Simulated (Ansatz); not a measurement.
## 1T-SrClBr monolayer in a perpendicular field

Aim: how the 1T-SrClBr monolayer screens a field along its normal, and what the field does to its bands. A positive field points along +c.

Main program and level: Ansatz 0.2.0; plane-wave DFT, PBE-D3(BJ), Ansatz PAW.

## Step 1: The starting structure

The cell holds 3 atoms: 1 Br, 1 Sr and 1 Cl. Cell: a = 4.133 Å, b = 4.133 Å, c = 38.170 Å, α = 90.0°, β = 90.0°, γ = 120.0°. Vacuum lies along c.

## Step 2: Relaxing the slab

The starting cell is a guess, so the in-plane lattice and the atoms are relaxed first, with the slab cut off from its images along the normal.

input.yaml reads:

```yaml
crystal:
  lattice:
    - [4.133165, 0.0, 0.0]
    - [-2.0665825, 3.579425888, 0.0]
    - [0.0, 0.0, 38.1701222592]
  atoms:
    - { symbol: Br, position: [0.6666666667, 0.3333333333, 0.4532340736] }
    - { symbol: Sr, position: [0.0, 0.0, 0.5039395473] }
    - { symbol: Cl, position: [0.3333333333, 0.6666666667, 0.5467659264] }
  periodic: [true, true, false]
kpoints:
  mp_grid: { grid: [12, 12, 1] }
hamiltonian:
  xc: pbe
  dispersion: d3bj
scf:
  occupations: { method: fermi_dirac, width: 0.05 }
  convergence: { dr2_threshold: 1.0e-09 }
relax:
  f_tol: 0.004
  max_steps: 90
  cell: {}
output:
  write_potential: true
  write_density: true
  volumetric_format: npy
```

Run with:

```
ansatz run input.yaml --threads 2 --pin off --max-ram 3072MiB --backend cpu --events-out ev --progress --plain --runs-dir out
```

Numbers of over 12 decimals in the logs are rounded to 6 here.

What it wrote:

```text
Warning: relax.cell: scf.convergence.dr2_threshold = 1e-9 eV is looser than the 1.62912247083e-10 eV advised for a relaxation that steers and ends on the stress (1e-10 eV for each atom of the cell: 3, times the square of relax.cell.stress_2d_tol = 0.05 N/m over 13.6 Å (the atoms' height at the walk's start and 5 Å past either face), 3.685e-2 GPa, over a crystal's default 0.05). What an SCF threshold leaves in a stress goes as its square root, and in the free energy as the threshold itself, and one threshold admits the most on a small cell: [figures from the program's tests cut] Set scf.convergence.dr2_threshold to 1.62912247083e-10 eV or tighter. [rest of the remark cut]
Engine: ansatz 0.2.0, x86_64-unknown-linux-gnu
Pseudopotentials: kind: paw
Pseudopotential: Br, paw, valence charge 7, recommended cutoff 420 eV (normal), Br.paw.azcp
Pseudopotential: Sr, paw, valence charge 10, recommended cutoff 420 eV (normal), Sr.paw.azcp
Pseudopotential: Cl, paw, valence charge 7, recommended cutoff 420 eV (normal), Cl.paw.azcp
Functional definition: PBE
  parameter kappa = 0.804
  parameter beta = 0.066725
  exchange = pbe_x(kappa = kappa, mu = beta*pi^2/3)
  correlation = pbe_c(beta = beta)
Crystal: 3 atoms, lattice volume = 564.702 Å³
Basis set: ecut = 420 eV, 10879 PW (Γ), exchange–correlation on 60×60×512 points (8 copies of the dense FFT grid, shifted against one another)
Bands: 16, of which v1, the nominal top of the filled ones, is band 12 counted from 1 (11 counted from 0)
Symmetry: 6 space group operations
Space group: P3m1 (ITA 156), of the structure as read, at distance tolerance 8.3e-5 Å
k-points: 19 of 144 (time reversal used)
Non-local potential: Br, projectors of the file, l = 0: 2, l = 1: 2, l = 2: 2
Non-local potential: Sr, projectors of the file, l = 0: 3, l = 1: 2, l = 2: 2
Non-local potential: Cl, projectors of the file, l = 0: 2, l = 1: 2, l = 2: 2
PAW form: soft (Blöchl's): semilocal exchange-correlation on the pseudo side does not see the compensation charge
PAW one-centre angular grid: Br, 110 points (default); XC on 64 Gauss nodes
PAW one-centre angular grid: Sr, 110 points (default); XC on 64 Gauss nodes
PAW one-centre angular grid: Cl, 110 points (default); XC on 64 Gauss nodes
Initial density: superposition of atomic densities (neutral atoms: chi_scale 0, normalization atom), corrected by the library's trained network
Initial wavefunctions: pseudopotential atomic-orbital guess
Functional: x = pbe(κ = 0.804, μ = 0.219515), c = pbe(β = 0.066725)
SCF iter   1: F=—  HF=-7413.976460 eV  |F-HF|=—  |Δ(HF+E_count)|=         —  Δρ=3.42e-4  dr2=3.09e-3  ethr=1.77e-3  ⟨swp⟩=21.4  Hψ=4144  notcnv=0
preconditioner: auto → Resta (q_TF=auto, 1.612 Å⁻¹)  ε∞=1.3  [insulator: Δε(μ)=4.511 eV  Ē_g=13.532 eV  σ=0.050 eV  W_gap=1.00  n_scr=18 (ndim 8)  ℏωp=7.3 eV  f_vac=0.806  D(μ)=0.00/eV (n_scr^D=0)  ε∞_Penn≈1.3  vacuum switching on, ρ_ref=1.3e-2 e/Å³]
SCF iter   2: F=—  HF=-7413.978127 eV  |F-HF|=—  |Δ(HF+E_count)|=   1.67e-3  Δρ=2.08e-4  dr2=8.69e-4  ethr=1.29e-5  ⟨swp⟩=4.5  Hψ=1143  notcnv=0
SCF iter   3: F=—  HF=-7413.978487 eV  |F-HF|=—  |Δ(HF+E_count)|=   3.59e-4  Δρ=1.04e-4  dr2=2.24e-4  ethr=3.62e-6  ⟨swp⟩=2.2  Hψ=439  notcnv=0
SCF iter   4: F=—  HF=-7413.978830 eV  |F-HF|=—  |Δ(HF+E_count)|=   3.43e-4  Δρ=3.88e-5  dr2=1.39e-5  ethr=9.31e-7  ⟨swp⟩=2.7  Hψ=529  notcnv=0
SCF iter   5: F=—  HF=-7413.978892 eV  |F-HF|=—  |Δ(HF+E_count)|=   6.22e-5  Δρ=1.42e-5  dr2=3.28e-6  ethr=5.79e-8  ⟨swp⟩=3.5  Hψ=646  notcnv=0
SCF iter   6: F=—  HF=-7413.978900 eV  |F-HF|=—  |Δ(HF+E_count)|=   7.89e-6  Δρ=4.72e-6  dr2=8.70e-8  ethr=1.37e-8  ⟨swp⟩=2.8  Hψ=506  notcnv=0
SCF iter   7: F=—  HF=-7413.978992 eV  |F-HF|=—  |Δ(HF+E_count)|=   9.22e-5  Δρ=1.58e-6  dr2=9.04e-9  ethr=3.62e-10  ⟨swp⟩=3.5  Hψ=676  notcnv=0
SCF iter   8: F=-7413.978992 eV  HF=-7413.978992 eV  |F-HF|=3.79e-10  |Δ(HF+E_count)|=   2.36e-8  Δρ=1.81e-7  dr2=2.46e-10  ethr=4.17e-12  ⟨swp⟩=11.3  Hψ=3023  notcnv=0
SCF 1 converged in 8 iterations: F = -7413.978992 eV  dr2 = 2.46e-10
  greatest PAW one-centre occupation: 0.987 electrons in one spin orbital (limit 2), on the Sr atom at site 1 (counted from 0), in its partial waves of l = 0
relax step   1: F+E_penalty+E_count = -7413.97899198 eV  Δ(F+E_penalty+E_count) = +0.000e0 eV  max|allowed force component| = 5.764e-1 eV/Å  Δτ_max = 0.0000 Å  P = +1.277 N/m  Ω = 564.702 Å³  fix = [c, alpha, beta]  reactions: c +0.000 N/m  (8 SCF iters, accepted)
Crystal: 3 atoms, lattice volume = 591.569 Å³
Basis set: ecut = 420 eV, 11509 PW (Γ), exchange–correlation on 60×60×512 points (8 copies of the dense FFT grid, shifted against one another)
Initial density: handed on by an earlier stage of this run
Initial wavefunctions: those handed on with the density
iter 1 solved again at ethr=4.21e-4 eV; its pass at ethr=3.10e-3 eV (dr2=1.01e-1 eV) is discarded
SCF iter   1: F=—  HF=-7414.138582 eV  |F-HF|=—  |Δ(HF+E_count)|=         —  Δρ=2.38e-3  dr2=1.16e-1  ethr=4.21e-4  ⟨swp⟩=2.1  Hψ=3676  notcnv=0
eigensolver tolerance schedule calibrated: the retry pair's looser diagonalisation under-reported the residual by θ = 0.13 (0.15/decade); ethr = c·dr2/N_el runs at the constant in force after the calibration composes with the one it found (an armed cap, an earlier calibration), c = 4.6e-2
preconditioner: auto → Resta (q_TF=auto, 1.599 Å⁻¹)  ε∞=1.3  [insulator: Δε(μ)=5.053 eV  Ē_g=13.661 eV  σ=0.050 eV  W_gap=1.00  n_scr=18 (ndim 8)  ℏωp=7.2 eV  f_vac=0.815  D(μ)=0.00/eV (n_scr^D=0)  ε∞_Penn≈1.3  vacuum switching on, ρ_ref=1.4e-2 e/Å³]
SCF iter   2: F=—  HF=-7414.109904 eV  |F-HF|=—  |Δ(HF+E_count)|=   2.87e-2  Δρ=1.11e-3  dr2=1.19e-2  ethr=2.21e-4  ⟨swp⟩=5.9  Hψ=965  notcnv=0
SCF iter   3: F=—  HF=-7414.107097 eV  |F-HF|=—  |Δ(HF+E_count)|=   2.81e-3  Δρ=4.85e-4  dr2=1.53e-3  ethr=2.26e-5  ⟨swp⟩=3.5  Hψ=706  notcnv=0
SCF iter   4: F=—  HF=-7414.107047 eV  |F-HF|=—  |Δ(HF+E_count)|=   5.05e-5  Δρ=1.84e-4  dr2=5.89e-4  ethr=2.91e-6  ⟨swp⟩=2.8  Hψ=654  notcnv=0
SCF iter   5: F=—  HF=-7414.106935 eV  |F-HF|=—  |Δ(HF+E_count)|=   1.12e-4  Δρ=5.41e-5  dr2=1.30e-5  ethr=1.12e-6  ⟨swp⟩=3.3  Hψ=599  notcnv=0
SCF iter   6: F=—  HF=-7414.106942 eV  |F-HF|=—  |Δ(HF+E_count)|=   6.99e-6  Δρ=1.27e-5  dr2=9.76e-7  ethr=2.48e-8  ⟨swp⟩=3.0  Hψ=647  notcnv=0
SCF iter   7: F=—  HF=-7414.107047 eV  |F-HF|=—  |Δ(HF+E_count)|=   1.05e-4  Δρ=3.01e-6  dr2=4.60e-8  ethr=1.86e-9  ⟨swp⟩=2.9  Hψ=589  notcnv=0
SCF iter   8: F=—  HF=-7414.107047 eV  |F-HF|=—  |Δ(HF+E_count)|=   1.29e-8  Δρ=1.01e-6  dr2=4.59e-9  ethr=8.77e-11  ⟨swp⟩=3.0  Hψ=620  notcnv=0
[...]
SCF iter   2: F=—  HF=-7414.152444 eV  |F-HF|=—  |Δ(HF+E_count)|=   1.72e-4  Δρ=2.48e-4  dr2=4.81e-4  ethr=9.61e-6  ⟨swp⟩=2.0  Hψ=472  notcnv=0
SCF iter   3: F=—  HF=-7414.152528 eV  |F-HF|=—  |Δ(HF+E_count)|=   8.36e-5  Δρ=6.46e-5  dr2=3.92e-5  ethr=2.01e-6  ⟨swp⟩=3.0  Hψ=579  notcnv=0
SCF iter   4: F=—  HF=-7414.152526 eV  |F-HF|=—  |Δ(HF+E_count)|=   2.31e-6  Δρ=1.76e-5  dr2=1.85e-6  ethr=1.63e-7  ⟨swp⟩=3.0  Hψ=564  notcnv=0
SCF iter   5: F=—  HF=-7414.152627 eV  |F-HF|=—  |Δ(HF+E_count)|=   1.01e-4  Δρ=5.69e-6  dr2=5.84e-7  ethr=7.71e-9  ⟨swp⟩=3.0  Hψ=572  notcnv=0
SCF iter   6: F=—  HF=-7414.152627 eV  |F-HF|=—  |Δ(HF+E_count)|=   4.04e-8  Δρ=1.55e-6  dr2=2.27e-8  ethr=2.44e-9  ⟨swp⟩=2.6  Hψ=471  notcnv=0
SCF iter   7: F=—  HF=-7414.152627 eV  |F-HF|=—  |Δ(HF+E_count)|=   9.29e-9  Δρ=6.73e-7  dr2=2.66e-9  ethr=9.47e-11  ⟨swp⟩=2.9  Hψ=594  notcnv=0
SCF iter   8: F=-7414.152627 eV  HF=-7414.152627 eV  |F-HF|=4.52e-10  |Δ(HF+E_count)|=   2.90e-9  Δρ=2.17e-7  dr2=2.05e-10  ethr=4.17e-12  ⟨swp⟩=11.9  Hψ=2471  notcnv=0
SCF 3 converged in 8 iterations: F = -7414.152627 eV  dr2 = 2.05e-10
relax step   3: F+E_penalty+E_count = -7414.15262673 eV  Δ(F+E_penalty+E_count) = -4.558e-2 eV  max|allowed force component| = 1.365e-1 eV/Å  Δτ_max = 0.0450 Å  P = +1.124 N/m  Ω = 615.428 Å³  energy of the carried Pulay correction = -2.488e-4 eV  fix = [c, alpha, beta]  reactions: c +0.000 N/m  (8 SCF iters, accepted)
[...]
relax step   4: F+E_penalty+E_count = -7414.18412970 eV  Δ(F+E_penalty+E_count) = -3.150e-2 eV  max|allowed force component| = 2.257e-2 eV/Å  Δτ_max = 0.0498 Å  P = -0.029 N/m  Ω = 656.707 Å³  energy of the carried Pulay correction = -4.360e-4 eV  fix = [c, alpha, beta]  reactions: c -0.000 N/m  (8 SCF iters, accepted)
[...]
relax step   5: F+E_penalty+E_count = -7414.18422397 eV  Δ(F+E_penalty+E_count) = -9.427e-5 eV  max|allowed force component| = 6.547e-3 eV/Å  Δτ_max = 0.0049 Å  P = -0.006 N/m  Ω = 657.129 Å³  energy of the carried Pulay correction = -4.379e-4 eV  fix = [c, alpha, beta]  reactions: c -0.000 N/m  (6 SCF iters, accepted)
[...]
relax step   6: F+E_penalty+E_count = -7414.18423095 eV  Δ(F+E_penalty+E_count) = -6.976e-6 eV  max|allowed force component| = 2.857e-4 eV/Å  Δτ_max = 0.0017 Å  P = +0.001 N/m  Ω = 657.270 Å³  energy of the carried Pulay correction = -4.385e-4 eV  fix = [c, alpha, beta]  reactions: c +0.000 N/m  (5 SCF iters, accepted)
Initial wavefunctions: pseudopotential atomic-orbital guess (no wavefunctions were taken with the density)
iter 1 solved again at ethr=6.82e-6 eV; its pass at ethr=3.10e-3 eV (dr2=1.64e-3 eV) is discarded
SCF iter   1: F=—  HF=-7414.184562 eV  |F-HF|=—  |Δ(HF+E_count)|=         —  Δρ=3.82e-5  dr2=1.14e-6  ethr=6.82e-6  ⟨swp⟩=4.5  Hψ=5265  notcnv=0
eigensolver tolerance schedule: the retry pair's looser diagonalisation over-reported the residual by 1439.54 of it (diagonalisation noise at an unbounded share of the residual, at the tolerance the schedule requests for it); recorded, not acted on — ethr = c·dr2/N_el stays at c = 1.0e-1
preconditioner: auto → Resta (q_TF=auto, 1.571 Å⁻¹)  ε∞=1.3  [insulator: Δε(μ)=5.372 eV  Ē_g=13.551 eV  σ=0.050 eV  W_gap=1.00  n_scr=18 (ndim 8)  ℏωp=6.8 eV  f_vac=0.819  D(μ)=0.00/eV (n_scr^D=0)  ε∞_Penn≈1.3  vacuum switching on, ρ_ref=1.3e-2 e/Å³]
SCF iter   2: F=—  HF=-7414.184853 eV  |F-HF|=—  |Δ(HF+E_count)|=   2.91e-4  Δρ=1.92e-5  dr2=3.28e-7  ethr=4.74e-9  ⟨swp⟩=4.2  Hψ=914  notcnv=0
SCF iter   3: F=—  HF=-7414.184898 eV  |F-HF|=—  |Δ(HF+E_count)|=   4.51e-5  Δρ=4.75e-6  dr2=1.80e-7  ethr=1.37e-9  ⟨swp⟩=3.1  Hψ=639  notcnv=0
SCF iter   4: F=—  HF=-7414.184901 eV  |F-HF|=—  |Δ(HF+E_count)|=   3.20e-6  Δρ=9.73e-7  dr2=6.07e-9  ethr=7.48e-10  ⟨swp⟩=2.1  Hψ=430  notcnv=0
SCF iter   5: F=-7414.184901 eV  HF=-7414.184901 eV  |F-HF|=4.01e-10  |Δ(HF+E_count)|=   1.67e-7  Δρ=2.72e-7  dr2=4.85e-10  ethr=4.17e-12  ⟨swp⟩=16.1  Hψ=3358  notcnv=0
SCF 7 converged in 5 iterations: F = -7414.184901 eV  dr2 = 4.85e-10
  Residual-converged pass: ⟨swp⟩=1.1  Hψ=381  notcnv=0  max |occ|·‖R‖ = 7.0e-9 eV (tolerance 1.0e-8 eV)  dr2=4.85e-10  dr2_onsite=1.08e-11  max |Δocc| = 0.0e0
relax step   7: F+E_penalty+E_count = -7414.18490149 eV  Δ(F+E_penalty+E_count) = -6.705e-4 eV  max|allowed force component| = 3.585e-4 eV/Å  Δτ_max = 0.0000 Å  P = +0.008 N/m  Ω = 657.270 Å³  fix = [c, alpha, beta]  reactions: c +0.000 N/m  stress off target by 7.82e-3 N/m on what of the cell is left free  SCF on the basis re-selected at this cell (its energy is not comparable with the rows above)  (5 SCF iters)
basis re-selected at this cell: Δ(F+E_penalty+E_count) = -6.705e-4 eV, ΔP = +0.007 N/m vs the last step (what re-selecting the basis moved, of the pressure what is left beyond the Pulay correction that the steps carried, after the strain that the cell walked since its last selection, with what the two solves' SCF thresholds leave and, on support functions, any second-order correction that the steps lacked; it is no m [...]
WARN: The output density's exchange-correlation potential varies sharply where the density is thin. Do not read a vacuum level from v_tot or v_xc, or from such a field of the output density. On a cell that repeats whose density bears no net charge and no dipole along the vacuum's axis use v_es (v_loc + v_h of the components); under efield.dipole_correction with no amplitude use v_es + v_field, which holds any externa [...]
SCF converged after 5 iterations
Free energy (F): -7414.184901 eV
Harris-Foulkes:  -7414.184901 eV  (|F-HF|=4.01e-10)
Internal energy: -7414.184901 eV  (E = F + TS)
E sigma→0 (E₀):  -7414.184901 eV
Fermi energy:    -4.884717 eV
--- Per-component energies (eV) ---
  E_band       = -396.613243
  E_kinetic    = 540.215950
  E_local      = -25630.521645  (includes V_loc(G=0)·N_el)
  E_nonlocal   = 300.792660
  E_hartree    = 12415.442751
  E_xc         = -545.925261
  E_vxc        = -388.785868  (∫ρ·V_xc dr)
  E_paw        = -5600.624615  (= ΣΔE_a)
  E_vpaw       = -49.201066  (= ΣTr[D̂ρ^β])
  E_aug_tail   = 0.000089  (compensation charges beyond the density's cutoff)
  E_ewald      = 11106.851309
  E_disp       = -0.416140  (pairwise vdW)
  E_smearing   = -0.000000  (= −TS)
  E_closure    = 0.000000  (closes the sum)
  Σ components = -7414.184901   (vs F -7414.184901, Δ=0.00e0)
--- Forces (eV/Å), atoms counted from 1 ---
  atom   1  Br     0.00000000    -0.00000000     0.00025754
  atom   2  Sr    -0.00000000     0.00000000     0.00010056
  atom   3  Cl    -0.00000000     0.00000000    -0.00035874
  max |Σ_I F_I| component: 6.36e-7 eV/Å
--- 2D stress c σ (N/m, compression-positive) ---
        0.007819       0.000000      -0.000000
        0.000000       0.007819      -0.000000
       -0.000000      -0.000000       0.000000
  P = ½ c Tr σ = 0.0078 N/m
--- Band table (eV; the first three rows and the last of 19) ---
  k-point 0: bands = [... 8 lower, -8.8514, -7.8072, -7.6531, -7.6531, -2.2813, -1.1863, -1.1863, -0.9404]
  k-point 1: bands = [... 8 lower, -8.8426, -7.8127, -7.7046, -7.6739, -2.1287, -1.3012 (-1.3012°), -1.1042, -0.9010]
  k-point 2: bands = [... 8 lower, -8.8195, -7.9660, -7.7283, -7.7004, -1.7973 (-1.7973°), -1.4077 (-1.4077°), -0.8729, -0.8236]
  k-point 18: bands = [... 8 lower, -8.7215, -8.2141, -8.0798, -7.9037, -1.0334, -1.0131, -0.6360, 0.6380]
  ° read free of the cell's end (the report's vacuum.weakly_bound_levels)
--- Relaxed structure (6 steps of the walk, 6 accepted, 1 SCFs on fresh bases) ---
  F+E_penalty+E_count = -7414.18490149 eV   max|allowed force component| = 3.585e-4 eV/Å   (the final SCF, on the basis selected at the relaxed cell)
  cell:  # Å, volume = 657.2699 Å³
    - [4.459075, 0.0, 0]
    - [-2.229538, 3.861672, 0]
    - [0, 0, 38.1701222592]
  atoms:
    - { symbol: Br, position: [0.666667, 0.333333, 0.460791] }
    - { symbol: Sr, position: [0, -1.4100691850400175e-19, 0.503582] }
    - { symbol: Cl, position: [0.333333, 0.666667, 0.539567] }
```

The job ended after 44 s (2 threads of AMD EPYC 7R13 (Zen 3), shared host; peak memory 0.81 GiB; 86 s of CPU time).

Relaxation path:

```tsv
step	energy less that of the first step (eV)	largest force component (eV/Å)	volume (Å³)
1	0.0000	0.5764	564.70
2	-0.1281	0.1329	591.57
3	-0.1736	0.1365	615.43
4	-0.2051	0.0226	656.71
5	-0.2052	0.0065	657.13
6	-0.2052	0.0003	657.27
7*	-0.2059	0.0004	657.27
```

Relaxation steps marked * repeat the geometry before them on a plane-wave basis chosen anew for their cell, so energy and pressure can jump there.

Forces are held to the 6 operations that the run works with; a distortion that breaks them can't arise in this run.

```tsv
cell as run	before	after	change
a (Å)	4.133	4.459	+7.9 %
b (Å)	4.133	4.459	+7.9 %
```

The atoms that moved most (Å, along periodic axes as changes of fractional coordinates times the final cell, across vacuum about the mean position):

```tsv
atom	dx	dy	dz	length
Br1	0.000	0.000	0.288	0.288
Cl3	0.000	0.000	-0.275	0.275
Sr2	0.000	0.000	-0.014	0.014
```

Final coordinates:

```xyz
3
Lattice="4.4591 0.0000 0.0000 -2.2295 3.8617 0.0000 0.0000 0.0000 38.1701" Properties=species:S:1:pos:R:3
Br    2.2295    1.2872   17.5884
Sr    0.0000    0.0000   19.2218
Cl    0.0000    2.5744   20.5953
```

This step gave:

```yaml
gap_on_the_k_mesh: 5.372 eV
```

The lattice constant a goes from 4.133 to 4.459 Å.

(Part 1 of 2 ends here.)

[Logs are printed without paths, hosts, clocks, repeated set-up lines and the standing remarks that a program may print on its own settings, such as how far it seeks lower states.]

[Hosts, paths, dates, database ids (printed as entryN), source tags and the programs' standing remarks are cut or masked in the printed files.]

[Maps of the electrostatic potential energy from Ansatz leave out the sawtooth potential of an applied field or a dipole correction, so their vacuum need not be flat; planar profiles and work functions include it.]
